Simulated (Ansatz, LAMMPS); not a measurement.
# Static equation of state of glassy 84SiO2-16BaO (mol %) (71 atoms)

Density of this cell: 3.11 g/cm³. The cell holds 71 atoms: 21 Si, 4 Ba and 46 O. Cell: a = 10.047 Å, b = 10.037 Å, c = 9.920 Å, α = 90.7°, β = 88.2°, γ = 89.8°. The starting structure: 71 atoms (21 Si, 4 Ba, 46 O) placed at random at 2.83 g/cm³, melted at 4000 K for 10 ps at fixed volume with the Morse and Coulomb pair potential with partial charges (Pedone, Malavasi, Menziani, Cormack and Segre, J. Phys. Chem. B 110, 11780 (2006)). Quenched from 4000 K to 300 K at 200 K/ps and fixed volume, held 10 ps at zero pressure, then minimised at fixed cell.

Calculated with Ansatz 0.2.0: Kohn-Sham DFT, PBE, PAW (set soft_1), plane waves; cutoff 420 eV, Γ point, fixed occupations. Cell and atoms were relaxed first, to V0 = 14.081 Å³ an atom at a residual P0 = -0.016 GPa. The cell was then scaled evenly, and the atoms were relaxed at each volume.

```
volume (Å³/atom)  pressure (GPa)
          12.673               ?
          13.236           3.647
          13.659           1.716
          14.503          -1.560
          14.926          -2.913
```

**Question.** Fit the third-order Birch–Murnaghan equation to the rows given and extrapolate to the withheld row.

Worked fit:

Take the Eulerian strain f = ½[(V0/V)^(2/3) − 1] and the normalised pressure F = (P − P0) / [3f(1 + 2f)^(5/2)]. The third-order Birch–Murnaghan equation is then the line F = B0 + (3/2)B0(B′ − 4) f, so u = f and v = F.

| u = f | v = F (GPa) |
| --- | --- |
| 0.0210566 | 52.3041 |
| 0.0102569 | 53.5060 |
| -0.00975656 | 55.4300 |
| -0.0190505 | 55.8714 |

With n = 4: mean u = 6.2661e-4, mean v = 54.2779, Σ(u − ū)² = 0.0010051, Σ(u − ū)(v − v̄) = -0.091075. Slope b = -0.091075 / 0.0010051 = -90.611; intercept a = v̄ − b ū = 54.335.

So B0 = a = 54.3 GPa and B′ = 4 + 2b/(3a) = 2.89. At the withheld volume f = 0.03638, F = a + b f = 51.04 GPa, and P = P0 + 3f(1 + 2f)^(5/2) F.

Prediction at 12.673: 6.624 GPa. The run gave 6.550 GPa, so the fit is high by 0.074 GPa (1.1 % of the value).

Among the rows given, the largest miss of the fit is at 14.926, by 0.0098 GPa (0.10 % of the range of the table).

Limits: Static cells at zero temperature; the cell shape is held. The program notes that the SCF threshold of these relaxations is loose for the stress. The quench rate of 200 K/ps is many orders above laboratory rates, so the cell is likely richer in defects and strain than a real sample. The network of bonds at the start is that of the classical potential that made the cell, and needn't be the one that DFT or experiment would give. Only the Γ point is sampled, in a cell whose shortest periodic width is 10 Å.

[Logs are printed without paths, hosts, clocks, repeated set-up lines and the standing remarks that a program may print on its own settings, such as how far it seeks lower states.]

[Hosts, paths, dates, database ids (printed as entryN), source tags and the programs' standing remarks are cut or masked in the printed files.]
